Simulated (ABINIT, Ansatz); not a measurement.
# Ruthenium (P6_3/mmc): from the cell to the phonon bands, part 2 of 4

How does Ruthenium (P6_3/mmc) vibrate, and is this structure a minimum?

ABINIT 10.8.3; DFT PBE, scalar-relativistic, plane waves, PseudoDojo norm-conserving pseudopotentials.

So far. Step 3 (Relaxation): The volume changes by +1.6 % in this run and stands +1.6 % from the first cell. Step 4 (Self-consistent run for the response): The cell stands at -0.91 GPa: the relaxation ran with a smoothed and higher cutoff, and the difference is a stress of the finite basis. The relaxed cell has a = 2.721, c = 4.303 Å (conventional setting).

## (5) Zone-centre response

At q = 0 one unit cell holds all displacements. The response is solved for single atoms along the cell's directions, and symmetry skips those that follow from others. The crystal is treated as a metal, which screens a static field, so no field response is asked.

File dfpt_gamma.abi:

```

# common to the responses
getwfk_filepath "gso_WFK"
kptopt 2
nqpt 1
qpt 0.0 0.0 0.0
asr 0
chneut 0

# displacements
rfphon 1
rfatpol 1 2
rfdir 1 1 1
tolvrs 1.0d-10
prtwf 0
prtpot 1

# basis, mesh and filling
ecut 38.0
ngkpt 12 12 6
nshiftk 1
shiftk 0.0 0.0 0.0
istwfk *1
occopt 7
tsmear 0.01
nband 24
nstep 100
diemac 1000000.0
prtebands 0
prtgsr 0

# cell and atoms
acell 5.141093907 5.141093907 8.131669566
rprim 
    1.0 0.0 0.0
    -0.5 0.8660254038 0.0
    0.0 0.0 1.0
ntypat 1
znucl 44
natom 2
typat 1 1
xred 
    1/3 2/3 0.25
    2/3 1/3 0.75
pp_dirpath "./pseudo"
pseudos "Ru.upf"
```

On the command line:

```sh
$ OMP_NUM_THREADS=1 mpirun -n 16 abinit dfpt_gamma.abi > dfpt_gamma.log
```

Numbers of over 12 decimals in the logs are rounded to 6 here.

dfpt_gamma.abo, the main output file:

```text
[banners, grids, parts of the stress and lines that vanish by symmetry left out]
- input  file    -> dfpt_gamma.abi
- output file    -> dfpt_gamma.abo
- root for input  files -> dfpt_gammai
- root for output files -> dfpt_gammao

 Symmetries : space group P6_3/m m c (#194); Bravais hP (primitive hexag.)
================================================================================
 Values of the parameters that define the memory need of the present run (RF).
     intxc =       0      iscf =       7    lmnmax =       6     lnmax =       6
     mgfft =      48  mpssoang =       3    mqgrid =    3001     natom =       2
  nloc_mem =       1    nspden =       1   nspinor =       1    nsppol =       1
      nsym =      24    n1xccc =    2501    ntypat =       1    occopt =       7
   xclevel =       2
-    mband =          24        mffmem =           1         mkmem =          28
-   mkqmem =          28        mk1mem =          28           mpw =        2112
      nfft =       43200          nkpt =         436
- my_mband =          24
================================================================================
================================================================================

--------------------------------------------------------------------------------
------------- Echo of variables that govern the present computation ------------
--------------------------------------------------------------------------------
-
- outvars: echo of selected default values
-   iomode0 =  0 , fftalg0 =312 , wfoptalg0 =  0
-
- outvars: echo of global parameters not present in the input file
-  max_nthreads =    1
-
 -outvars: echo values of preprocessed input variables
 [... echo left out ...]
================================================================================

 chkinp: Checking input parameters for consistency.

[...]
== DATASET  1 ==================================================================
-   mpi_nproc: 16, omp_nthreads: 1 (-1 if OMP is not activated)

--- !DatasetInfo
iteration_state: {dtset: 1, }
dimensions: {natom: 2, nkpt: 436, mband: 24, nsppol: 1, nspinor: 1, nspden: 1, mpw: 2112, }
cutoff_energies: {ecut:  38.0, pawecutdg:  -1.0, }
electrons: {nelect:   3.20000000E+01, charge:   0.00000000E+00, occopt:   7.00000000E+00, tsmear:   1.00000000E-02, }
meta: {optdriver: 1, rfphon: 1, }
...

 mkfilename: getwfk from: gso_WFK

 Real(R)+Recip(G) space primitive vectors, cartesian coordinates (Bohr,Bohr^-1):
 R(1)=  5.1410939  0.0000000  0.0000000  G(1)=  0.1945111  0.1123011  0.0000000
 R(2)= -2.5705470  4.4523179  0.0000000  G(2)=  0.0000000  0.2246021  0.0000000
 R(3)=  0.0000000  0.0000000  8.1316696  G(3)=  0.0000000  0.0000000  0.1229760
 Unit cell volume ucvol=  1.8613216E+02 bohr^3
 Angles (23,13,12)=  9.00000000E+01  9.00000000E+01  1.20000000E+02 degrees
 setup1 : take into account q-point for computing boxcut.

 getcut: wavevector=  0.0000  0.0000  0.0000  ngfft=  30  30  48
         ecut(hartree)=     38.000   => boxcut(ratio)=   2.10441

--- Pseudopotential description ------------------------------------------------
- pspini: atom type   1  psp file is ./pseudo/Ru.upf

   1.28764132E+03                                ecore*ucvol(ha*bohr**3)
--------------------------------------------------------------------------------

 ==>  initialize data related to q vector <==

 The list of irreducible perturbations for this q vector is:
    1)    idir= 1    ipert=   1
    2)    idir= 3    ipert=   1

[...]
The perturbation idir=   2  ipert=   1 is
 symmetric of a previously calculated perturbation.
 So, its SCF calculation is not needed.

 The perturbation idir=   1  ipert=   2 is
 symmetric of a previously calculated perturbation.
 So, its SCF calculation is not needed.

 The perturbation idir=   2  ipert=   2 is
 symmetric of a previously calculated perturbation.
 So, its SCF calculation is not needed.

 The perturbation idir=   3  ipert=   2 is
 symmetric of a previously calculated perturbation.
 So, its SCF calculation is not needed.

--------------------------------------------------------------------------------
 Perturbation wavevector (in red.coord.)   0.000000  0.000000  0.000000
 Perturbation : displacement of atom   1   along direction   1
 Found     2 symmetries that leave the perturbation invariant.

[...]
dfpt_looppert : total number of electrons, from k and k+q
  fully or partially occupied states are    3.200000E+01 and    3.200000E+01.
 Initialisation of the first-order wave-functions :
  ireadwf=   0

--- !BeginCycle
iteration_state: {dtset: 1, }
solver: {iscf: 7, nstep: 100, nline: 4, wfoptalg: 0, }
tolerances: {tolvrs: 1.00E-10, }
...

     iter   2DEtotal(Ha)        deltaE(Ha) residm    vres2
-ETOT  1   2.755936     -3.063E+03 7.566E+00 6.776E+02
 ETOT  2   1.827270     -9.287E-01 1.372E-01 2.388E+01
 ETOT  3   1.813711     -1.356E-02 3.568E-03 1.196E+00
 ETOT  4   1.813056     -6.558E-04 6.483E-04 3.529E-02
 ETOT  5   1.813217      1.614E-04 1.049E-04 6.929E-01
[...]
At SCF step   11       vres2   =  1.70E-13 < tolvrs=  1.00E-10 =>converged.
[...]
Mean square residual over all n,k,spin=   21.127E-13; max=  29.550E-10

 Thirteen components of 2nd-order total energy (hartree) are
 1,2,3: 0th-order hamiltonian combined with 1st-order wavefunctions
     kin0=   2.95469643E+03 eigvalue=   1.80129046E+01  local=  -1.98543509E+03
 4,5,6: 1st-order hamiltonian combined with 1st and 0th-order wfs
 loc psp =  -3.08777578E+03  Hartree=   7.80028180E+02     xc=  -1.69830973E+02
 note that "loc psp" includes a xc core correction that could be resolved
 7,8,9: eventually, occupation + non-local contributions
    edocc=   2.32460141E+02     enl0=   1.23388671E+03   enl1=  -3.03986082E+03
 1-9 gives the relaxation energy (to be shifted if some occ is /=2.0)
   erelax=  -3.06381830E+03
 10,11,12 Non-relaxation  contributions : frozen-wavefunctions and Ewald
 fr.local=   1.57551543E+03 fr.nonlo=   1.51849975E+03  Ewald=   2.41918773E+01
 13,14 Frozen wf xc core corrections (1) and (2)
 frxc 1  =  -3.34380693E+02  frxc 2 =   2.81804980E+02
 Resulting in :
 2DEtotal=    0.1813044032E+01 Ha. Also 2DEtotal=    0.493354414361E+02 eV
    (2DErelax=   -3.0638183019E+03 Ha. 2DEnonrelax=    3.0656313459E+03 Ha)
    (  non-var. 2DEtotal :    1.8130440164E+00 Ha)

[...]
Perturbation wavevector (in red.coord.)   0.000000  0.000000  0.000000
 Perturbation : displacement of atom   1   along direction   3
 Found     6 symmetries that leave the perturbation invariant.

--------------------------------------------------------------------------------

--------------------------------------------------------------------------------

 dfpt_looppert : total number of electrons, from k and k+q
  fully or partially occupied states are    3.200000E+01 and    3.200000E+01.
 Initialisation of the first-order wave-functions :
  ireadwf=   0

--- !BeginCycle
iteration_state: {dtset: 1, }
solver: {iscf: 7, nstep: 100, nline: 4, wfoptalg: 0, }
tolerances: {tolvrs: 1.00E-10, }
...

     iter   2DEtotal(Ha)        deltaE(Ha) residm    vres2
-ETOT  1   10.997564294480     -8.573E+03 1.596E+01 6.453E+03
[...]
ETOT 10   8.117663      1.182E-10 1.403E-08 3.313E-09
 ETOT 11   8.117663     -2.856E-10 4.786E-10 5.094E-12

 At SCF step   11       vres2   =  5.09E-12 < tolvrs=  1.00E-10 =>converged.
[...]
Mean square residual over all n,k,spin=   83.419E-14; max=  47.861E-11

 Thirteen components of 2nd-order total energy (hartree) are
 1,2,3: 0th-order hamiltonian combined with 1st-order wavefunctions
     kin0=   7.46616912E+03 eigvalue=   2.32500578E+01  local=  -5.00370114E+03
 4,5,6: 1st-order hamiltonian combined with 1st and 0th-order wfs
 loc psp =  -9.55340510E+03  Hartree=   2.84280514E+03     xc=  -4.38585171E+02
 note that "loc psp" includes a xc core correction that could be resolved
 7,8,9: eventually, occupation + non-local contributions
    edocc=   5.93102522E+02     enl0=   3.09270503E+03   enl1=  -7.59808601E+03
 1-9 gives the relaxation energy (to be shifted if some occ is /=2.0)
   erelax=  -8.57574556E+03
 10,11,12 Non-relaxation  contributions : frozen-wavefunctions and Ewald
 fr.local=   3.90096906E+03 fr.nonlo=   3.79228241E+03  Ewald=   1.02180105E+03
 13,14 Frozen wf xc core corrections (1) and (2)
 frxc 1  =  -8.36651693E+02  frxc 2 =   7.05462394E+02
 Resulting in :
 2DEtotal=    0.8117662629E+01 Ha. Also 2DEtotal=    0.220892853219E+03 eV
    (2DErelax=   -8.5757455565E+03 Ha. 2DEnonrelax=    8.5838632191E+03 Ha)
    (  non-var. 2DEtotal :    8.1176625948E+00 Ha)

[...]
---- first-order wavefunction calculations are completed ----

 ==> Compute Derivative Database <==

 [... matrices left out ...]
  Phonon wavevector (reduced coordinates) :  0.00000  0.00000  0.00000
 Phonon energies in Hartree :
  -1.807709E-05 -1.807709E-05  6.977941E-06  8.630900E-04  8.630900E-04
   1.154388E-03
 Phonon frequencies in cm-1    :
- -3.967462E+00 -3.967462E+00  1.531481E+00  1.894264E+02  1.894264E+02
-  2.533588E+02

== END DATASET(S) ==============================================================
================================================================================

 -outvars: echo values of variables after computation
            acell      5.1410939070E+00  5.1410939070E+00  8.1316695660E+00 Bohr
           etotal      8.1176626292E+00
            fcart      0.0000000000E+00  0.0000000000E+00  0.0000000000E+00
           strten      0.0000000000E+00  0.0000000000E+00  0.0000000000E+00
================================================================================
```

Run time: 43 s. Hardware: 16 MPI ranks of Arm Neoverse V2, shared host; 12 min of CPU time.

Numbers from this step:

| Item | Value |
| --- | --- |
| largest acoustic frequency at the zone centre before the sum rule | -3.97 cm⁻¹ |
| highest optical zone-centre mode (no LO-TO term) | 253.4 cm⁻¹ |
| lowest optical zone-centre mode | 189.4 cm⁻¹ |

The acoustic modes at Γ come out as far as 4.0 cm⁻¹ from zero, where they should vanish, a small numerical error.

## (6) Linear response on the mesh

Linear response treats each wavevector of the 3×3×2 mesh in the unit cell; the first-order potentials are kept for the electron-phonon matrix elements.

File dfpt_q.abi:

```
ndtset 5

# wavevectors
qpt1 0.3333333333 0.0 0.0
qpt2 0.3333333333 0.3333333333 0.0
qpt3 0.0 0.0 0.5
qpt4 0.3333333333 0.0 0.5
qpt5 0.3333333333 0.3333333333 0.5

# displacements
getwfk_filepath "gso_WFK"
getwfq_filepath "gso_WFK"
kptopt 3
nqpt 1
rfphon 1
rfatpol 1 2
rfdir 1 1 1
tolvrs 1.0d-10
prtwf 0
prtpot 1

# basis, mesh and filling
ecut 38.0
ngkpt 12 12 6
nshiftk 1
shiftk 0.0 0.0 0.0
istwfk *1
occopt 7
tsmear 0.01
nband 24
nstep 100
diemac 1000000.0
prtebands 0
prtgsr 0

# cell and atoms
acell 5.141093907 5.141093907 8.131669566
rprim 
    1.0 0.0 0.0
    -0.5 0.8660254038 0.0
    0.0 0.0 1.0
ntypat 1
znucl 44
natom 2
typat 1 1
xred 
    1/3 2/3 0.25
    2/3 1/3 0.75
pp_dirpath "./pseudo"
pseudos "Ru.upf"
```

On the command line:

```sh
$ OMP_NUM_THREADS=1 mpirun -n 16 abinit dfpt_q.abi > dfpt_q.log
```

dfpt_q.abo, the main output file:

```text
[banners, grids, parts of the stress and lines that vanish by symmetry left out]
- input  file    -> dfpt_q.abi
- output file    -> dfpt_q.abo
- root for input  files -> dfpt_qi
[...]
DATASET    1 : space group P6_3/m m c (#194); Bravais hP (primitive hexag.)
[...]
nfft =       43200          nkpt =         864
[...]
DATASET    2 : space group P6_3/m m c (#194); Bravais hP (primitive hexag.)
[...]
nfft =       43200          nkpt =         864
[...]
DATASET    3 : space group P6_3/m m c (#194); Bravais hP (primitive hexag.)
[...]
nfft =       43200          nkpt =         864
[...]
DATASET    4 : space group P6_3/m m c (#194); Bravais hP (primitive hexag.)
[...]
nfft =       43200          nkpt =         864
[...]
DATASET    5 : space group P6_3/m m c (#194); Bravais hP (primitive hexag.)
[...]
nfft =       43200          nkpt =         864
[...]
== DATASET  1 ==================================================================
[...]
cutoff_energies: {ecut:  38.0, pawecutdg:  -1.0, }
[...]
Perturbation : displacement of atom   1   along direction   1
[...]
-ETOT  1   7.677549     -3.491E+03 7.858E+00 2.472E+04
 ETOT  2   66.617267798322      5.894E+01 4.568E+00 6.400E+05
 ETOT  3   4.928760     -6.169E+01 7.246E+00 2.497E+03
 ETOT  4   5.198980      2.702E-01 1.142E+01 2.048E+03
 ETOT  5   4.644015     -5.550E-01 4.850E-01 2.009E+01
[...]
At SCF step   16       vres2   =  6.05E-13 < tolvrs=  1.00E-10 =>converged.
[...]
Perturbation : displacement of atom   1   along direction   2
[...]
-ETOT  1   4.106984     -3.115E+03 7.433E+00 5.770E+02
[...]
At SCF step   13       vres2   =  2.95E-11 < tolvrs=  1.00E-10 =>converged.
[...]
Perturbation : displacement of atom   1   along direction   3
[...]
-ETOT  1   9.999633     -8.184E+03 1.705E+01 1.272E+03
[...]
At SCF step   14       vres2   =  6.50E-12 < tolvrs=  1.00E-10 =>converged.
[...]
Phonon wavevector (reduced coordinates) :  0.33333  0.00000  0.00000
 Phonon energies in Hartree :
[...]
Phonon frequencies in cm-1    :
-  1.323535E+02  1.478823E+02  2.010960E+02  2.139672E+02  2.148568E+02
-  2.348909E+02
[...]
== DATASET  2 ==================================================================
[...]
cutoff_energies: {ecut:  38.0, pawecutdg:  -1.0, }
[...]
Perturbation : displacement of atom   1   along direction   1
[...]
-ETOT  1   6.005163     -3.398E+03 8.451E+00 1.554E+03
[...]
At SCF step   13       vres2   =  3.98E-11 < tolvrs=  1.00E-10 =>converged.
[...]
Perturbation : displacement of atom   1   along direction   3
[...]
-ETOT  1   9.446142     -8.023E+03 1.655E+01 6.100E+02
[...]
Phonon wavevector (reduced coordinates) :  0.33333  0.33333  0.00000
 Phonon energies in Hartree :
[...]
Phonon frequencies in cm-1    :
-  1.718964E+02  1.718964E+02  2.034660E+02  2.034660E+02  2.055054E+02
-  2.584144E+02
[...]
== DATASET  3 ==================================================================
[...]
cutoff_energies: {ecut:  38.0, pawecutdg:  -1.0, }
[...]
Perturbation : displacement of atom   1   along direction   1
[...]
-ETOT  1   2.765488     -3.063E+03 7.831E+00 6.942E+02
[...]
Perturbation : displacement of atom   1   along direction   3
[...]
-ETOT  1   23.006674426623     -9.705E+03 1.628E+01 1.842E+05
[...]
Phonon wavevector (reduced coordinates) :  0.00000  0.00000  0.50000
 Phonon energies in Hartree :
[...]
Phonon frequencies in cm-1    :
-  1.336007E+02  1.336007E+02  1.336007E+02  1.336007E+02  2.053066E+02
-  2.053066E+02
[...]
== DATASET  4 ==================================================================
[...]
cutoff_energies: {ecut:  38.0, pawecutdg:  -1.0, }
[...]
Perturbation : displacement of atom   1   along direction   1
[...]
-ETOT  1   6.170434     -3.432E+03 8.111E+00 5.078E+03
[...]
Perturbation : displacement of atom   1   along direction   2
[...]
-ETOT  1   4.404663     -3.114E+03 7.089E+00 5.988E+02
[...]
Perturbation : displacement of atom   1   along direction   3
[...]
-ETOT  1   15.064561012572     -8.380E+03 1.560E+01 1.864E+04
[...]
Phonon wavevector (reduced coordinates) :  0.33333  0.00000  0.50000
 Phonon energies in Hartree :
[...]
Phonon frequencies in cm-1    :
-  1.631598E+02  1.631656E+02  1.852596E+02  1.852596E+02  2.547048E+02
-  2.547086E+02
[...]
== DATASET  5 ==================================================================
[...]
cutoff_energies: {ecut:  38.0, pawecutdg:  -1.0, }
[...]
Perturbation : displacement of atom   1   along direction   1
[...]
-ETOT  1   5.614568     -3.387E+03 8.472E+00 4.334E+02
[...]
At SCF step   12       vres2   =  1.63E-11 < tolvrs=  1.00E-10 =>converged.
[...]
Perturbation : displacement of atom   1   along direction   3
[...]
-ETOT  1   13.160065531530     -8.079E+03 1.576E+01 1.620E+03
[...]
ETOT 10   10.940992911131     -4.073E-09 1.425E+01 2.034E-09
 ETOT 11   10.940992911062     -6.912E-11 2.345E+01 1.886E-11
 At SCF step   11       vres2   =  1.89E-11 < tolvrs=  1.00E-10 =>converged.
[...]
Phonon wavevector (reduced coordinates) :  0.33333  0.33333  0.50000
 Phonon energies in Hartree :
[...]
Phonon frequencies in cm-1    :
-  1.749742E+02  1.749742E+02  2.289879E+02  2.289879E+02  2.336799E+02
-  2.336799E+02
[...]
strten3     0.0000000000E+00  0.0000000000E+00  0.0000000000E+00
           
================================================================================
```

It took 15 min on 16 MPI ranks; 4 h of CPU time.

Read from the output:

* lowest mode on the q mesh (acoustic ones at the zone centre apart): 132.3 cm⁻¹

Frequencies (cm⁻¹) before the sum rule at the irreducible wavevectors but Γ, which is solved apart; negative means imaginary. Frequencies by wavevector:

```csv
q (fractions),star,mode 1,mode 2,mode 3,mode 4,mode 5,mode 6
0.3333 0 0,6,132.3,147.9,201.1,214,214.9,234.9
0.3333 0.3333 0,2,171.9,171.9,203.5,203.5,205.5,258.4
0 0 0.5,1,133.6,133.6,133.6,133.6,205.3,205.3
0.3333 0 0.5,6,163.2,163.2,185.3,185.3,254.7,254.7
0.3333 0.3333 0.5,2,175,175,229,229,233.7,233.7
```

[end of part 2 of 4]

[Host names and launcher messages were left out of these logs when they were recorded.]

[Logs are printed without paths, hosts, clocks, repeated set-up lines and the standing remarks that a program may print on its own settings, such as how far it seeks lower states.]

[Hosts, paths, dates, database ids (printed as entryN), source tags and the programs' standing remarks are cut or masked in the printed files.]
